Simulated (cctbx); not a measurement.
# A crystallographic session in cctbx: TiNb5C2

Library: cctbx 2025.11. The data are simulated by the first script.

## 1. Simulate the data

run.py:

```python
from cctbx import adptbx, crystal, miller, sgtbx, xray
from cctbx.array_family import flex
from iotbx.shelx import hklf
from scitbx import matrix
import scitbx.random

cs = crystal.symmetry(unit_cell=(6.302, 6.302, 11.66, 90, 90, 90), space_group_symbol='Hall: -I 4 2c')  # I4/mcm
atoms = [  # label, site, U (iso, or U11 U22 U33 U12 U13 U23 in A^2), occupancy
    ("Nb1", (0, 0, 0), 0.0051, 1),
    ("Nb2", (0.6688, 0.1688, 0.1383), 0.0043, 1),
    ("Ti1", (0.5, 0.5, 0.25), 0.0058, 1),
    ("C1", (0.1222, 0.6222, 0), 0.0091, 1),
]
xs = xray.structure(crystal_symmetry=cs)
for label, site, u, occ in atoms:
    u = adptbx.u_cif_as_u_star(cs.unit_cell(), u) if isinstance(u, tuple) else u
    xs.add_scatterer(xray.scatterer(label, site=site, u=u, occupancy=occ))
xs.set_inelastic_form_factors(0.71073, "sasaki")
xs.show_summary()
p1 = xs.expand_to_p1()
ms = miller.build_set(p1, anomalous_flag=True, d_min=0.75)
flex.set_random_seed(163660)
scitbx.random.set_random_seed(163660)
ms = ms.select(flex.random_double(ms.size()) < 0.7)
i = ms.structure_factors_from_scatterers(p1, algorithm="direct").f_calc().as_intensity_array().data()
i = i / flex.sqrt(1 + 0.1 * i / flex.max(i))  # extinction
i = i * 70000 / flex.max(i)
sig = flex.sqrt(i + flex.pow2(0.03 * i) + 4 ** 2)
noise = scitbx.random.variate(scitbx.random.normal_distribution())(i.size())
data = ms.array(data=i + sig * noise, sigmas=sig).set_observation_type_xray_intensity()
with open("data.hkl", "w") as f:
    data.export_as_shelx_hklf(f)
print("reflections written:", data.size(), " <I/sigma> = %.1f" % flex.mean(data.data() / data.sigmas()))
for h, a, b in list(data.sort("data"))[:12]:
    print("%4d%4d%4d %9.1f %7.1f" % (h + (a, b)))
```

```console
$ python run.py
```

```text
Number of scatterers: 4
At special positions: 4
Unit cell: (6.302, 6.302, 11.66, 90, 90, 90)
Space group: I 4/m c m (No. 140)
reflections written: 3208  <I/sigma> = 9.4
   0   0  -8   71772.0  2069.1
  -3   3   4   70563.1  2116.6
  -3  -3  -4   70000.7  2116.6
  -3   3  -4   69161.3  2116.6
  -3  -3   4   69049.1  2116.6
   3   3   4   67136.5  2116.6
   0   6   0   56824.6  1690.8
   0  -2   4   55906.4  1657.7
   3   1   0   55590.2  1616.9
   6   0   0   55211.6  1690.8
  -2   0  -4   54855.2  1657.7
   2   0  -4   54804.2  1657.7
```

It took 0.34 s on 1 thread of Arm Neoverse V1 (shared host), peak memory 0.07 GiB.

## 2. Symmetry

run.py:

```python
from cctbx import crystal, sgtbx, statistics
from cctbx.array_family import flex
from iotbx.shelx import hklf

p1 = crystal.symmetry(unit_cell=(6.302, 6.302, 11.66, 90, 90, 90), space_group_symbol="P 1")
raw = hklf.reader(file_name="data.hkl").as_miller_arrays(crystal_symmetry=p1, anomalous=True)[0]
print(raw.size(), "reflections to d = %.3f A" % raw.d_min())
isig = raw.data() / raw.sigmas()
print("centring   violations  <I/sigma> of those")
best = "P"
for c in "ABCIRF":
    a = raw.customized_copy(space_group_info=sgtbx.space_group_info("Hall: %s 1" % c)).sys_absent_flags().data()
    m = flex.mean(isig.select(a))
    print("%5s %10d of %5d %8.1f" % (c, (isig.select(a) > 4).count(True), a.count(True), m))
    if (isig.select(a) > 4).count(True) < 0.01 * a.count(True):
        best = c
raw = raw.select(~raw.customized_copy(space_group_info=sgtbx.space_group_info("Hall: %s 1" % best)).sys_absent_flags().data())
isig = raw.data() / raw.sigmas()
rows = []
for s in sgtbx.space_group_symbol_iterator():
    g = sgtbx.space_group(s)
    if g.conventional_centring_type_symbol() != best or not g.is_compatible_unit_cell(p1.unit_cell(), 1e-3, 0.02):
        continue
    rows.append((s, g))
print("Laue class    unique    Rint  (classes that these axes allow; Friedel mates merged)")
rint = {}
for s, g in rows:
    laue = g.build_derived_patterson_group()
    key = laue.type().hall_symbol()
    if key not in rint:
        m = raw.customized_copy(space_group_info=laue.info(), anomalous_flag=False).merge_equivalents()
        rint[key] = m.r_int()
        print("%-14s %6d %7.3f" % (laue.type().lookup_symbol(), m.array().size(), m.r_int()))
floor = min(rint.values())
good = [(s, g) for s, g in rows if rint[g.build_derived_patterson_group().type().hall_symbol()] < 2 * floor + 0.03]
top = max(g.build_derived_patterson_group().order_z() for s, g in good)
print("space group    extra absences  I>4sigma  <I/sigma>")
for s, g in good:
    laue = g.build_derived_patterson_group()
    if laue.order_z() != top:
        continue
    a = raw.customized_copy(space_group_info=g.info()).sys_absent_flags().data()
    a &= ~raw.customized_copy(space_group_info=laue.info()).sys_absent_flags().data()
    bad = (isig.select(a) > 4).count(True)
    if bad <= 0.03 * a.count(True):
        print("%-16s %8d %10d %9s  %s" % (s.universal_hermann_mauguin(), a.count(True), bad, "%.1f" % flex.mean(isig.select(a)) if a.count(True) else "-", "centric" if g.is_centric() else "acentric"))
laue = max(good, key=lambda t: t[1].build_derived_patterson_group().order_z())[1].build_derived_patterson_group()
f = raw.customized_copy(space_group_info=laue.info(), anomalous_flag=False).merge_equivalents().array().eliminate_sys_absent().f_sq_as_f()
f.set_observation_type_xray_amplitude()
bins = max(3, min(8, f.size() // 12))
f.setup_binner(n_bins=bins)
w = statistics.wilson_plot(f, {e: n / laue.order_z() for e, n in {'Nb': 20.0, 'Ti': 4.0, 'C': 8.0}.items()}, e_statistics=True)
print("Wilson B = %.2f A^2   <|E^2-1|> = %.3f (0.968 centric, 0.736 acentric)   E^2>4: %.1f %%" % (w.wilson_b, w.mean_e_sq_minus_1, w.percent_e_sq_gt_2))
print("shell (A)         n   <I/sigma>")
m = raw.customized_copy(space_group_info=laue.info(), anomalous_flag=False).merge_equivalents().array().eliminate_sys_absent()
for b in m.setup_binner(n_bins=bins).range_used():
    sel = m.binner().selection(b)
    print("%5.2f - %4.2f %6d %8.1f" % (min(m.binner().bin_d_range(b)[0] if m.binner().bin_d_range(b)[0] > 0 else 99, 99), m.binner().bin_d_range(b)[1], sel.count(True), flex.mean((m.data() / m.sigmas()).select(sel))))
```

```console
$ python run.py
```

```text
3208 reflections to d = 0.752 A
centring   violations  <I/sigma> of those
    A        604 of  1597      9.4
    B        612 of  1628      9.4
    C        454 of  1589      7.1
    I          0 of  1591     -0.0
    R        852 of  2160      9.5
    F        835 of  2407      8.6
Laue class    unique    Rint  (classes that these axes allow; Friedel mates merged)
I 1 2/m 1         612   0.020
I 1 1 2/m         597   0.020
I 2/m 1 1         610   0.021
I m m m           353   0.022
I 4/m             304   0.022
I 4/m m m         197   0.023
space group    extra absences  I>4sigma  <I/sigma>
I 4 2 2                 0          0         -  acentric
I 4 m m                 0          0         -  acentric
I 4 c m               134          0      -0.1  acentric
I -4 m 2                0          0         -  acentric
I -4 c 2              134          0      -0.1  acentric
I -4 2 m                0          0         -  acentric
I 4/m m m               0          0         -  centric
I 4/m c m             134          0      -0.1  centric
Wilson B = 0.56 A^2   <|E^2-1|> = 0.961 (0.968 centric, 0.736 acentric)   E^2>4: 1.1 %
shell (A)         n   <I/sigma>
 5.83 - 1.51     31     42.4
 1.51 - 1.20     25     53.3
 1.20 - 1.05     22     49.4
 1.05 - 0.95     25     51.4
 0.95 - 0.89     23     39.1
 0.89 - 0.83     22     62.2
 0.83 - 0.79     24     32.1
 0.79 - 0.76     25     61.6
```

Time: 0.35 s.

## 3. Patterson map

run.py:

```python
from cctbx import crystal, maptbx
from iotbx.shelx import hklf

cs = crystal.symmetry(unit_cell=(6.302, 6.302, 11.66, 90, 90, 90), space_group_symbol='Hall: -I 4 2c')  # I4/mcm
raw = hklf.reader(file_name="data.hkl").as_miller_arrays(crystal_symmetry=cs, anomalous=True)[0]
merged = raw.eliminate_sys_absent().merge_equivalents()
fo2 = merged.array().set_observation_type_xray_intensity()
f = fo2.average_bijvoet_mates().f_sq_as_f()
pm = f.patterson_map(symmetry_flags=maptbx.use_space_group_symmetry, sharpening=False, resolution_factor=0.25)
peaks = pm.peak_search(parameters=maptbx.peak_search_parameters(min_distance_sym_equiv=0.4, max_clusters=14)).all()
top = peaks.heights()[0]
print("Patterson group", f.patterson_symmetry().space_group_info())
print("      u       v       w   height  length (A)")
for x, h in zip(peaks.sites(), peaks.heights()):
    y = [t - round(t) for t in x]
    print("%7.3f %7.3f %7.3f %8.1f %8.2f" % (x + (1000 * h / top, cs.unit_cell().length(y))))
```

```console
$ python run.py
```

```text
Patterson group I 4/m m m
      u       v       w   height  length (A)
  0.000   0.000   0.000   1000.0     0.00
  0.000   0.000   0.270    480.5     3.15
  0.000   0.339   0.500    362.2     6.21
  0.170   0.329   0.131    235.4     2.79
  0.000   0.000   0.500    198.3     5.83
  0.000   0.338   0.221    160.7     3.35
  0.160   0.160   0.500    157.6     6.00
  0.156   0.156   0.226     56.2     2.98
  0.000   0.069   0.361     21.8     4.24
  0.000   0.294   0.135     17.3     2.43
  0.000   0.414   0.138     12.8     3.06
  0.000   0.000   0.094     12.0     1.09
  0.213   0.213   0.420     11.2     5.25
  0.104   0.104   0.046     11.1     1.07
```

Time: 0.32 s.

## 4. Charge flipping

run.py:

```python
import itertools
from cctbx import crystal, maptbx
from cctbx.array_family import flex
from iotbx.shelx import hklf
from smtbx.ab_initio import charge_flipping as cf

cs = crystal.symmetry(unit_cell=(6.302, 6.302, 11.66, 90, 90, 90), space_group_symbol='Hall: -I 4 2c')  # I4/mcm
raw = hklf.reader(file_name="data.hkl").as_miller_arrays(crystal_symmetry=cs, anomalous=True)[0]
merged = raw.eliminate_sys_absent().merge_equivalents()
fo2 = merged.array().set_observation_type_xray_intensity()
f = fo2.average_bijvoet_mates().f_sq_as_f().resolution_filter(d_min=0.75)
p1 = f.expand_to_p1()
work = p1
flex.set_random_seed(72245)
it = cf.weak_reflection_improved_iterator(delta=None, weak_reflection_fraction=0.1)
it.start(work, phases=flex.random_double(p1.size()) * 6.2832, f_000=0)
it.delta = 0.9 * it.rho_map.sigma()
print("cycle      R  skewness")
for n, st in enumerate(itertools.islice(it, 100)):
    if n % 8 == 0:
        print("%5d %6.3f %8.2f" % (n, st.r1_factor(), st.rho_map.skewness()))
rho = p1.phase_transfer(it.f_calc).fft_map().apply_volume_scaling()
polish = cf.low_density_elimination_iterator(constant_rho_c=rho.sigma())
polish.start(f_obs=p1, phases=it.f_calc, f_000=0)
for _ in range(8):
    next(polish)
print("origin shift          correlation  skewness")
maps = []
for fc, shift, cc in itertools.islice(cf.f_calc_symmetrisations(f, polish.f_calc, 0), 4):
    m = f.phase_transfer(fc).fft_map(symmetry_flags=maptbx.use_space_group_symmetry, resolution_factor=0.25).apply_sigma_scaling()
    maps.append((m.skewness(), cc, m))
    print("%6.3f %6.3f %6.3f %10.3f %9.2f" % (tuple(shift) + (cc, m.skewness())))
skew, cc, m = max((t for t in maps if t[1] > maps[0][1] - 0.04), key=lambda t: t[0])
print("taken: symmetry correlation %.3f, skewness %.2f" % (cc, skew))
peaks = m.peak_search(parameters=maptbx.peak_search_parameters(min_distance_sym_equiv=0.9, max_clusters=9)).all()
sps = cs.special_position_settings(min_distance_sym_equiv=0.5)
print("peak      x       y       z  mult  height/sigma")
for k, (x, h) in enumerate(zip(peaks.sites(), peaks.heights())):
    ss = sps.site_symmetry(x)
    print("Q%-3d %7.4f %7.4f %7.4f %4d %8.1f" % ((k + 1,) + tuple(t % 1 for t in ss.exact_site()) + (ss.multiplicity(), h)))
```

```console
$ python run.py
```

```text
cycle      R  skewness
    0  0.702     0.30
    8  0.477     1.41
   16  0.484     1.79
   24  0.485     2.50
   32  0.378     4.88
   40  0.329     4.61
   48  0.317     4.51
   56  0.294     4.41
   64  0.314     4.41
   72  0.316     4.49
   80  0.322     4.43
   88  0.311     4.34
   96  0.310     4.48
origin shift          correlation  skewness
 0.445  0.402  0.367      0.875      4.87
 0.440  0.400  0.009      0.869      4.02
 0.104  0.012  0.396      0.810      0.69
 0.440  0.402  0.238      0.853      4.36
taken: symmetry correlation 0.875, skewness 4.87
peak      x       y       z  mult  height/sigma
Q1    0.0000  0.0000  0.0000    4     13.5
Q2    0.1671  0.3329  0.1390   16     12.4
Q3    0.0000  0.0000  0.2500    4      7.9
Q4    0.1192  0.3808  0.4015   16      1.9
Q5    0.1557  0.3443  0.5000    8      1.4
Q6    0.1812  0.1812  0.2500   16      1.4
Q7    0.0000  0.1957  0.2500   16      1.2
Q8    0.2215  0.2785  0.3631   16      1.1
Q9    0.0007  0.2564  0.1492   32      1.1
```

Time: 0.51 s.

## 5. Refinement (model from the peaks)

run.py:

```python
import math
from cctbx import adptbx, crystal, maptbx, sgtbx, xray
from cctbx.array_family import flex
from cctbx.xray import observations
from iotbx.shelx import hklf
from scitbx.lstbx import normal_eqns_solving
from smtbx import absolute_structure, utils
from smtbx.refinement import constraints, least_squares

cs = crystal.symmetry(unit_cell=(6.302, 6.302, 11.66, 90, 90, 90), space_group_symbol='Hall: -I 4 2c')  # I4/mcm
atoms = [  # label, site, U (iso, or U11 U22 U33 U12 U13 U23 in A^2), occupancy
    ("Nb1", (0, 0, 0), 0.0200, 1),
    ("Nb2", (0.1671, 0.3329, 0.139), 0.0200, 1),
    ("Ti1", (0, 0, 0.25), 0.0200, 1),
    ("C1", (0.1557, 0.3443, 0.5), 0.0200, 1),
]
xs = xray.structure(crystal_symmetry=cs)
for label, site, u, occ in atoms:
    u = adptbx.u_cif_as_u_star(cs.unit_cell(), u) if isinstance(u, tuple) else u
    xs.add_scatterer(xray.scatterer(label, site=site, u=u, occupancy=occ))
xs.set_inelastic_form_factors(0.71073, "sasaki")
raw = hklf.reader(file_name="data.hkl").as_miller_arrays(crystal_symmetry=cs, anomalous=True)[0]
merged = raw.eliminate_sys_absent().merge_equivalents()
fo2 = merged.array().set_observation_type_xray_intensity()
print("Rint %.3f, %d unique reflections to %.2f A" % (merged.r_int(), fo2.size(), fo2.d_min()))
for sc in xs.scatterers():
    sc.flags.set_grad_site(True)
    sc.flags.set_grad_u_aniso(sc.flags.use_u_aniso())
    sc.flags.set_grad_u_iso(sc.flags.use_u_iso())
obs = fo2.as_xray_observations()
extra = {}
rep = constraints.reparametrisation(xs, [], utils.connectivity_table(xs), **extra)
ls = least_squares.crystallographic_ls(obs, rep, weighting_scheme=least_squares.mainstream_shelx_weighting(a=0, b=0))
print("cycle     R1     wR2    GooF  max shift (A)")
for cycle in range(6):
    ls.build_up()
    r1, wr2, goof = ls.r1_factor(cutoff_factor=2)[0], ls.wR2(), ls.goof()
    old = xs.sites_cart()
    normal_eqns_solving.levenberg_marquardt_iterations(ls, n_max_iterations=3, tau=0.0001, step_threshold=1e-7)
    big = flex.max((xs.sites_cart() - old).norms())
    print("%4d %7.4f %7.4f %7.3f %9.5f" % (cycle + 1, r1, wr2, goof, big))
    ls.build_up(objective_only=True)
    if abs(ls.wR2() - wr2) < 5e-5 and big < 5e-4:
        break
ls.build_up()
print("final R1 %.4f wR2 %.4f GooF %.3f  parameters %d  data/parameter %.1f" % (ls.r1_factor(cutoff_factor=2)[0], ls.wR2(), ls.goof(), ls.n_parameters, fo2.size() / ls.n_parameters))
cov = ls.covariance_matrix_and_annotations()
su = dict(zip(cov.annotations, (math.sqrt(max(v, 0)) for v in cov.matrix.matrix_packed_u_diagonal())))
a2 = cs.unit_cell().reciprocal_parameters()[0] ** -2
print("atom        x        y        z      Ueq    occ   su(xyz)  su(Uiso or U11)")
for sc in xs.scatterers():
    s = max(su.get(sc.label + k, 0) for k in (".x", ".y", ".z"))
    npd = "" if sc.is_positive_definite_u(cs.unit_cell()) else "  NPD"
    print("%-5s %8.5f %8.5f %8.5f %8.4f %6.3f %8.5f %7.4f%s" % ((sc.label,) + sc.site + (sc.u_iso_or_equiv(cs.unit_cell()), sc.occupancy, s, su.get(sc.label + ".uiso", su.get(sc.label + ".u11", 0) * a2), npd)))
fo = fo2.f_sq_as_f()
fc = fo.structure_factors_from_scatterers(xs, algorithm="direct").f_calc()
diff = fo.f_obs_minus_f_calc(1 / math.sqrt(ls.scale_factor()), fc).average_bijvoet_mates()
m = diff.fft_map(symmetry_flags=maptbx.use_space_group_symmetry, resolution_factor=0.25).apply_volume_scaling()
print("difference map: max %.2f min %.2f rms %.2f" % (m.statistics().max(), m.statistics().min(), m.statistics().sigma()))
peaks = m.peak_search(parameters=maptbx.peak_search_parameters(min_distance_sym_equiv=0.6, max_clusters=5)).all()
near = xs.closest_distances(peaks.sites(), distance_cutoff=4)
sps = cs.special_position_settings(min_distance_sym_equiv=0.5)
for k, (x, h) in enumerate(zip(peaks.sites(), peaks.heights())):
    ss = sps.site_symmetry(x)
    print("Q%-3d %7.4f %7.4f %7.4f %4d %7.2f  %.2f A from %s" % ((k + 1,) + tuple(t % 1 for t in ss.exact_site()) + (ss.multiplicity(), h, near.smallest_distances[k], xs.scatterers()[near.i_seqs[k]].label)))
```

```console
$ python run.py
```

```text
Rint 0.023, 172 unique reflections to 0.76 A
cycle     R1     wR2    GooF  max shift (A)
   1  0.1579  0.3647  24.495   0.29331
   2  0.0079  0.0163   1.093   0.00443
   3  0.0077  0.0155   1.042   0.00000
final R1 0.0077 wR2 0.0155 GooF 1.042  parameters 7  data/parameter 24.6
atom        x        y        z      Ueq    occ   su(xyz)  su(Uiso or U11)
Nb1    0.00000  0.00000  0.00000   0.0047  1.000  0.00000  0.0001
Nb2    0.16881  0.33119  0.13831   0.0040  1.000  0.00001  0.0001
Ti1    0.00000  0.00000  0.25000   0.0055  1.000  0.00000  0.0001
C1     0.12229  0.37771  0.50000   0.0089  1.000  0.00021  0.0003
difference map: max 0.36 min -0.85 rms 0.12
Q1    0.2056  0.2944  0.5000    8    0.38  0.74 A from C1
Q2    0.0904  0.2553  0.2645   32    0.31  1.62 A from Nb2
Q3    0.1082  0.2722  0.0000   16    0.27  1.60 A from C1
Q4    0.0789  0.1039  0.1293   32    0.26  1.54 A from Nb2
Q5    0.2500  0.2500  0.2500    8    0.25  1.49 A from Nb2
```

Time: 0.52 s.

## 6. Refinement (anisotropic displacement)

run.py, as its changes from the last script of this kind:

```diff
@@ -12,4 +12,4 @@
-    ("Nb1", (0, 0, 0), 0.0200, 1),
-    ("Nb2", (0.1671, 0.3329, 0.139), 0.0200, 1),
-    ("Ti1", (0, 0, 0.25), 0.0200, 1),
-    ("C1", (0.1557, 0.3443, 0.5), 0.0200, 1),
+    ("Nb1", (0, 0, 0), 0.0047, 1),
+    ("Nb2", (0.16881, 0.33119, 0.13831), 0.0040, 1),
+    ("Ti1", (0, 0, 0.25), 0.0055, 1),
+    ("C1", (0.12229, 0.37771, 0.5), 0.0089, 1),
@@ -21,0 +22 @@
+xs.convert_to_anisotropic()
@@ -35 +36 @@
-for cycle in range(6):
+for cycle in range(8):
@@ -39 +40 @@
-    normal_eqns_solving.levenberg_marquardt_iterations(ls, n_max_iterations=3, tau=0.0001, step_threshold=1e-7)
+    normal_eqns_solving.levenberg_marquardt_iterations(ls, n_max_iterations=3, tau=1e-06, step_threshold=1e-7)
@@ -60 +61 @@
-peaks = m.peak_search(parameters=maptbx.peak_search_parameters(min_distance_sym_equiv=0.6, max_clusters=5)).all()
+peaks = m.peak_search(parameters=maptbx.peak_search_parameters(min_distance_sym_equiv=0.6, max_clusters=6)).all()
```

```console
$ python run.py
```

```text
Rint 0.023, 172 unique reflections to 0.76 A
cycle     R1     wR2    GooF  max shift (A)
   1  0.0079  0.0157   1.074   0.00013
   2  0.0077  0.0153   1.050   0.00000
final R1 0.0077 wR2 0.0153 GooF 1.050  parameters 14  data/parameter 12.3
atom        x        y        z      Ueq    occ   su(xyz)  su(Uiso or U11)
Nb1    0.00000  0.00000  0.00000   0.0047  1.000  0.00000  0.0001
Nb2    0.16881  0.33119  0.13831   0.0040  1.000  0.00001  0.0001
Ti1    0.00000  0.00000  0.25000   0.0055  1.000  0.00000  0.0001
C1     0.12228  0.37772  0.50000   0.0089  1.000  0.00021  0.0005
difference map: max 0.36 min -0.82 rms 0.12
Q1    0.2063  0.2937  0.5000    8    0.37  0.75 A from C1
Q2    0.0896  0.2548  0.2650   32    0.31  1.63 A from Nb2
Q3    0.1073  0.2712  0.0000   16    0.27  1.60 A from C1
Q4    0.0753  0.1016  0.1298   32    0.26  1.57 A from Nb2
Q5    0.0755  0.4245  0.0000    8    0.25  1.28 A from C1
Q6    0.0736  0.2881  0.4602   32    0.25  0.79 A from C1
```

Run time: 0.51 s on 1 thread of Arm Neoverse V1, on a shared host, peak memory 0.09 GiB.

[Logs are printed without paths, hosts, clocks, repeated set-up lines and the standing remarks that a program may print on its own settings, such as how far it seeks lower states.]
